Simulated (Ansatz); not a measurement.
**Slab bands of antimonene, single**

Aim: the slab bands of antimonene, single, with their weight on the outer layers.

Method: plane-wave DFT, PBE-D3(BJ), Ansatz PAW, in the first sound run; inputs show where later runs differ, in Ansatz 0.2.0.

Report form: the programs' logs are mostly left out.

### Step 1. The structure

The cell holds 2 atoms: 2 Sb. Cell: a = 4.120 Å, b = 4.120 Å, c = 19.650 Å, α = 90.0°, β = 90.0°, γ = 120.0°. Vacuum lies along c.

### Step 2. Relaxing the slab

The structure is relaxed first, because levels and dipoles at a surface follow the positions of the outer atoms.

The input, input.yaml:

```yaml
crystal:
  lattice:
    - [4.12, 0.0, 0.0]
    - [-2.06, 3.5680246636, 0.0]
    - [0.0, 0.0, 19.65]
  atoms:
    - { symbol: Sb, position: [0.6666666667, 0.3333333333, 0.4580152672] }
    - { symbol: Sb, position: [0.3333333333, 0.6666666667, 0.5419847328] }
kpoints:
  mp_grid: { grid: [12, 12, 1] }
hamiltonian:
  xc: pbe
  dispersion: d3bj
scf:
  occupations: { method: fermi_dirac, width: 0.1 }
  convergence: { dr2_threshold: 1.0e-08 }
efield:
  axis: 3
  dipole_correction: true
  ramp_position: 0.97
  ramp_width: 0.06
relax:
  f_tol: 0.01
  max_steps: 60
output:
  write_potential: true
  write_density: true
  volumetric_format: npy
```

Launch:

```
> ansatz run input.yaml --threads 2 --pin off --max-ram 3072MiB --backend cpu --events-out ev --progress --plain --runs-dir out
```

Elapsed: 23 s, on 2 threads of Arm Neoverse N1, shared host; peak memory 0.47 GiB.

Relaxation path:

```tsv
step	energy less that of the first step (eV)	largest force component (eV/Å)
1	0.0000	0.1602
2	0.0047	0.3348
3	-0.0015	0.0059
```

Relaxation step 2 was tried and not accepted.

The run keeps the 6 symmetry operations that it works with, so distortions that break them were not tested.

The relaxed structure:

```xyz
2
Lattice="4.1200 0.0000 0.0000 -2.0600 3.5680 0.0000 0.0000 0.0000 19.6500" Properties=species:S:1:pos:R:3
Sb    2.0600    1.1893    9.0088
Sb    0.0000    2.3787   10.6412
```

This step gave:

- energy at zero smearing: -12969.2847 eV

The relaxation took 3 steps and lowered the energy by 0.0015 eV; the largest force on the free atoms ends at 0.0059 eV/Å.

The gap is 1.31 eV.

### Step 3. Bands and layer weights

This step: plane-wave DFT, PBE, Ansatz PAW (Ansatz 0.2.0).

The bands of the relaxed layer, with projections on the atoms.

The input, input.yaml:

```yaml
crystal:
  lattice:
    - [4.12, 0.0, 0.0]
    - [-2.06, 3.5680246636, 0.0]
    - [0.0, 0.0, 19.65]
  atoms:
    - { symbol: Sb, position: [0.6666666667, 0.3333333333, 0.4584628998] }
    - { symbol: Sb, position: [0.3333333333, 0.6666666667, 0.5415371002] }
kpoints:
  mp_grid: { grid: [12, 12, 1] }
  band_path:
    path: [[0, 0, 0], [0.5, 0, 0], [0.33333333, 0.33333333, 0], [0, 0, 0]]
    npoints: 24
hamiltonian:
  xc: pbe
scf:
  occupations: { method: fermi_dirac, width: 0.05 }
  convergence: { dr2_threshold: 1.0e-09 }
efield:
  axis: 3
  dipole_correction: true
  ramp_position: 0.97
  ramp_width: 0.06
output:
  fatbands: true
  dos: { projected: true, e_range: [-8, 5] }
  write_potential: true
  write_density: true
  volumetric_format: npy
  elf: true
```

Run time: 39 s. Hardware: 2 threads; peak memory 0.53 GiB; 75 s of CPU time.

This step gave:

```
gap along the path                 : 1.295 eV
smallest direct gap along the path : 1.591 eV
ionisation energy, upper face      : 4.847 eV
electron affinity, upper face      : 3.552 eV
gap, the smaller of path and mesh  : 1.295 eV
```

The density of states has structure finer than the step of the table below, so its rows give means over 0.25 eV, whole bins alone (the curve runs from -8 to 2.65 eV). Peaks (eV: height): -6.920: 6.27, -3.600: 11.9, -2.750: 3.58, -2.070: 4.06, -1.090: 8.19, 1.450: 4.60, 2.100: 4.64.

The density of states by energy, zero at the Fermi level of the run, which the smearing sets inside the gap; means over each step:

energy (eV), density of states (states/eV a cell) and a bar:
```
    -7.75        0.8 #######
    -7.50        0.8 #######
    -7.25        1.0 ########
    -7.00        2.0 #################
    -6.75        0.0 
    -6.50        0.0 
    -6.25        0.0 
    -6.00        0.0 
    -5.75        0.0 
    -5.50        0.0 
    -5.25        0.0 
    -5.00        0.0 
    -4.75        0.0 
    -4.50        0.0 
    -4.25        0.0 
    -4.00        0.5 #####
    -3.75        1.2 ##########
    -3.50        3.5 ##############################
    -3.25        0.9 #######
    -3.00        1.4 ############
    -2.75        2.1 ##################
    -2.50        1.5 #############
    -2.25        1.8 ###############
    -2.00        2.8 ########################
    -1.75        2.0 #################
    -1.50        1.8 ###############
    -1.25        2.3 ####################
    -1.00        1.7 ###############
    -0.75        0.3 ###
    -0.50        0.0 
    -0.25        0.0 
     0.00        0.0 
     0.25        0.0 
     0.50        0.0 
     0.75        0.5 #####
     1.00        1.8 ################
     1.25        2.7 #######################
     1.50        2.7 #######################
     1.75        0.2 ##
     2.00        1.9 ################
     2.25        3.3 ############################
     2.50        2.2 ###################
```

Projected DOS per atom over height of the atomic layer and energy from the Fermi level. Layers: Sb Sb from below.

Ten even steps from '0' (0.00 states/eV) to '9' (1.21 states/eV), each cell a mean:
```
99
66
99
66
00
00
00
66
77
99
66
66
88
44
00
00
00
00
00
22
44
33
```
Columns: height of the atomic layer (Å) from 9.01 to 10.6; rows upwards: energy from the Fermi level (eV) from -7.96 to 2.65.

Electronic bands along the path, in eV, zero at the Fermi level of the run, which the smearing sets inside the gap:

```tsv
point	band 12	band 13	band 14	band 15	band 16	band 17	band 18	band 19
Γ	-6.91	-1.20	-0.62	-0.62	0.97	2.17	2.17	3.71
halfway	-7.10	-3.22	-1.57	-1.15	0.76	2.85	2.89	4.30
M	-8.38	-3.55	-2.17	-2.07	1.03	1.86	2.95	4.50
halfway	-8.51	-3.72	-2.70	-2.07	1.45	2.33	2.68	4.91
K	-9.08	-4.11	-2.40	-2.40	0.92	2.99	2.99	6.03
halfway	-7.23	-3.23	-2.45	-1.13	1.59	2.13	3.15	4.62
Γ	-6.91	-1.20	-0.62	-0.62	0.97	2.17	2.17	3.71
```

Valence density in the ca plane at fractional y = 0.333, with atoms of Sb within 0.2 Å of it. It is the smooth field of the valence electrons, not physical close to the nuclei.

Values in units of 1e0 e/Å³, 6 rows by 16 columns, each cell a mean:
```
0.0 0.0 0.0 0.0 0.0 0.0 0.0 0.0 0.4 0.8 0.2 0.1 0.0 0.0 0.0 0.0
0.0 0.0 0.0 0.0 0.0 0.0 0.0 0.1 3.3 8.2 0.3 0.0 0.0 0.0 0.0 0.0
0.0 0.0 0.0 0.0 0.0 0.0 0.0 0.1 2.2 5.1 0.2 0.0 0.0 0.0 0.0 0.0
0.0 0.0 0.0 0.0 0.0 0.0 0.0 0.0 0.2 0.4 0.2 0.1 0.0 0.0 0.0 0.0
0.0 0.0 0.0 0.0 0.0 0.0 0.0 0.0 0.0 0.1 0.2 0.2 0.0 0.0 0.0 0.0
0.0 0.0 0.0 0.0 0.0 0.0 0.0 0.0 0.1 0.2 0.2 0.1 0.0 0.0 0.0 0.0
```
Columns run along c (16.0 Å, from fractional 0.00 to 0.81 of the cell), rows up along a (4.1 Å). Atoms in or near the plane, at fractional coordinates: Sb at (0.46, 0.67).

ELF in the ca plane at fractional y = 0.333, with atoms of Sb within 0.2 Å of it. It is the smooth field of the valence electrons, not physical close to the nuclei.

Values, 6 rows by 16 columns, each cell a mean:
```
0.00 0.00 0.00 0.00 0.00 0.02 0.22 0.67 0.55 0.38 0.48 0.28 0.10 0.01 0.00 0.00
0.00 0.00 0.00 0.00 0.00 0.05 0.43 0.81 0.31 0.10 0.32 0.08 0.01 0.00 0.00 0.00
0.00 0.00 0.00 0.00 0.00 0.04 0.39 0.80 0.37 0.16 0.35 0.11 0.02 0.00 0.00 0.00
0.00 0.00 0.00 0.00 0.00 0.01 0.14 0.54 0.56 0.45 0.51 0.38 0.18 0.02 0.00 0.00
0.00 0.00 0.00 0.00 0.00 0.00 0.01 0.05 0.16 0.35 0.44 0.60 0.48 0.09 0.01 0.00
0.00 0.00 0.00 0.00 0.00 0.00 0.02 0.14 0.29 0.42 0.47 0.58 0.42 0.07 0.00 0.00
```
Columns run along c (16.0 Å, from fractional 0.00 to 0.81 of the cell), rows up along a (4.1 Å). Atoms in or near the plane, at fractional coordinates: Sb at (0.46, 0.67).

Electrostatic potential energy in the ca plane at fractional y = 0.333, with atoms of Sb within 0.2 Å of it. With pseudopotentials it is smooth inside the atoms' cores, unlike the true potential.

Values in eV, 6 rows by 16 columns, each cell a mean:
```
  3   3   3   3   3   3   3   2 -10 -16  -2   1   3   3   3   3
  3   3   3   3   3   3   3   1 -21 -26  -6   2   3   3   3   3
  3   3   3   3   3   3   3   1 -20 -25  -5   2   3   3   3   3
  3   3   3   3   3   3   3   2  -5  -9  -2   1   2   3   3   3
  3   3   3   3   3   3   3   3   1   0  -5  -2   2   3   3   3
  3   3   3   3   3   3   3   3   1  -1  -4  -2   2   3   3   3
```
Columns run along c (16.0 Å, from fractional 0.00 to 0.81 of the cell; values clipped at the 3rd and 97th percentile), rows up along a (4.1 Å). Atoms in or near the plane, at fractional coordinates: Sb at (0.46, 0.67).

The gap is 1.29 eV, with the valence edge 4.85 eV and the conduction edge 3.55 eV under the upper vacuum level. Spin-orbit coupling is still left out here.

### Step 4. With spin-orbit coupling

This step: plane-wave DFT, PBE, fully relativistic PAW with spin-orbit coupling (Ansatz 0.2.0).

Heavy atoms split their bands by spin-orbit coupling, so the bands are run again with fully relativistic files.

input.yaml, the sections that differ from step 3:

```yaml
hamiltonian:
  xc: pbe
  pseudopotentials: { kind: paw_fr }
magnetization:
  noncollinear: true
  spin_orbit: true
scf:
  occupations: { method: fermi_dirac, width: 0.05 }
  convergence: { dr2_threshold: 1.0e-08 }
output:
  fatbands: true
  write_potential: true
  write_density: true
  volumetric_format: npy
kpoints:
  mp_grid: { grid: [12, 12, 1] }
  band_path:
    path: [[0, 0, 0], [0.5, 0, 0], [0.33333333, 0.33333333, 0], [0, 0, 0]]
    npoints: 14
# crystal, efield: as in step 3
```

Run time: 2.9 min. Hardware: 2 threads; peak memory 1.1 GiB.

This step gave:

```
gap along the path                 : 1.028 eV
smallest direct gap along the path : 1.261 eV
ionisation energy, upper face      : 4.575 eV
electron affinity, upper face      : 3.547 eV
gap, the smaller of path and mesh  : 1.028 eV
```

Electronic bands along the path, in eV, zero at the Fermi level of the run, which the smearing sets inside the gap:

```tsv
point	band 27	band 28	band 29	band 30	band 31	band 32	band 33	band 34
Γ	-0.81	-0.81	-0.47	-0.47	0.79	0.79	1.85	1.85
halfway	-1.77	-1.77	-1.19	-1.19	0.63	0.63	2.63	2.63
M	-2.47	-2.47	-2.02	-2.02	0.91	0.91	1.76	1.76
halfway	-2.85	-2.85	-2.16	-2.16	1.32	1.32	2.21	2.21
K	-2.61	-2.61	-2.43	-2.43	0.80	0.80	2.80	2.80
halfway	-2.58	-2.58	-1.24	-1.24	1.45	1.45	2.01	2.01
Γ	-0.81	-0.81	-0.47	-0.47	0.79	0.79	1.85	1.85
```

The gap is 1.03 eV, with the valence edge 4.57 eV and the conduction edge 3.55 eV under the upper vacuum level.

### Step 5. Close to the zone centre

A Rashba splitting shows at small k, so a short path out of the zone centre is sampled finely.

input.yaml: that of step 4 with these lines changed.

```diff
@@ -29,4 +29,2 @@
   mp_grid: { grid: [12, 12, 1] }
-  band_path:
-    path: [[0, 0, 0], [0.5, 0, 0], [0.33333333, 0.33333333, 0], [0, 0, 0]]
-    npoints: 14
+  band_path: { path: [[0, 0, 0], [0.1704, 0, 0]], npoints: 30 }
```

It took 2.3 min on 2 threads; peak memory 1.1 GiB.

This step gave:

```
gap along the path                : 1.261 eV
gap, the smaller of path and mesh : 1.040 eV
```

Electronic bands along the path, in eV, zero at the Fermi level of the run, which the smearing sets inside the gap:

```tsv
point	band 27	band 28	band 29	band 30	band 31	band 32	band 33	band 34
Γ	-0.81	-0.81	-0.47	-0.47	0.79	0.79	1.85	1.85
halfway	-1.19	-1.19	-0.80	-0.80	1.27	1.27	1.95	1.95
end	-1.46	-1.46	-1.05	-1.05	1.00	1.00	2.47	2.47
```

The levels on this short path go into the next step. The band edges sampled here don't span that gap, so no ionisation energy or affinity is read off.

### Step 6. A changed input

This step: plane-wave DFT, PBE, Ansatz PAW (Ansatz 0.2.0).

An input spoilt on purpose, to show how the run answers: it repeats the earlier run with scf.n_extra_bands to 0 and scf.occupations from method: fermi_dirac, width: 0.05 to method: fermi_dirac, width: 0.3, and scf.max_iter set to 60; its output block differs too.

input.yaml, the sections that differ from step 5:

```yaml
kpoints:
  mp_grid: { grid: [12, 12, 1] }
  band_path:
    path: [[0, 0, 0], [0.5, 0, 0], [0.33333333, 0.33333333, 0], [0, 0, 0]]
    npoints: 24
hamiltonian:
  xc: pbe
scf:
  occupations: { method: fermi_dirac, width: 0.3 }
  convergence: { dr2_threshold: 1.0e-09 }
  n_extra_bands: 0
  max_iter: 60
output:
  fatbands: true
  dos: { projected: true, e_range: [-8, 5] }
  write_potential: true
  write_density: true
  volumetric_format: npy
# crystal, efield: as in step 5
# magnetization: removed
```

The job ended after 0.08 s (2 threads; peak memory 0.071 GiB).

The input was rejected at the start.

The program's message: “Error: inconsistent input (scf.n_extra_bands, scf.occupations.method): n_bands = 15 leaves no empty band above the 15 bands per channel that the deck's 30 electrons occupy, and the occupations search …”

The fault put into the input: too few bands.

### Step 7. What came out

```
ionisation energy, upper face, without spin-orbit coupling : 4.85 eV
electron affinity, upper face, without spin-orbit coupling : 3.55 eV
ionisation energy, upper face, with spin-orbit coupling    : 4.57 eV
electron affinity, upper face, with spin-orbit coupling    : 3.55 eV
gap without spin-orbit coupling                            : 1.29 eV
gap with spin-orbit coupling                               : 1.03 eV
```

In words: The slab is too thin to part surface from interior; its gap is 1.29 eV. Spin-orbit coupling changes the gap from 1.29 to 1.03 eV. The slab has an inversion centre, so with spin-orbit coupling every level stays doubly degenerate, and a Rashba splitting of one face can't be read off as a split pair. Semilocal functionals give gaps that are too small, and confinement in a thin slab widens them. The in-plane lattice is held at a typed value, so part of the relaxation answers the strain against the functional's own lattice constant. Image-potential states are missing at this level, since the potential falls off too fast in the vacuum.

[Logs are printed without paths, hosts, clocks, repeated set-up lines and the standing remarks that a program may print on its own settings, such as how far it seeks lower states.]

[Hosts, paths, dates, database ids (printed as entryN), source tags and the programs' standing remarks are cut or masked in the printed files.]

[Maps of the electrostatic potential energy from Ansatz leave out the sawtooth potential of an applied field or a dipole correction, so their vacuum need not be flat; planar profiles and work functions include it.]

[The density of states shown here was stored with 400 of the rows of the run's finer table, so its peaks can read low, often by over a quarter, or be missed, and its means over a window can be off by a tenth or more.]
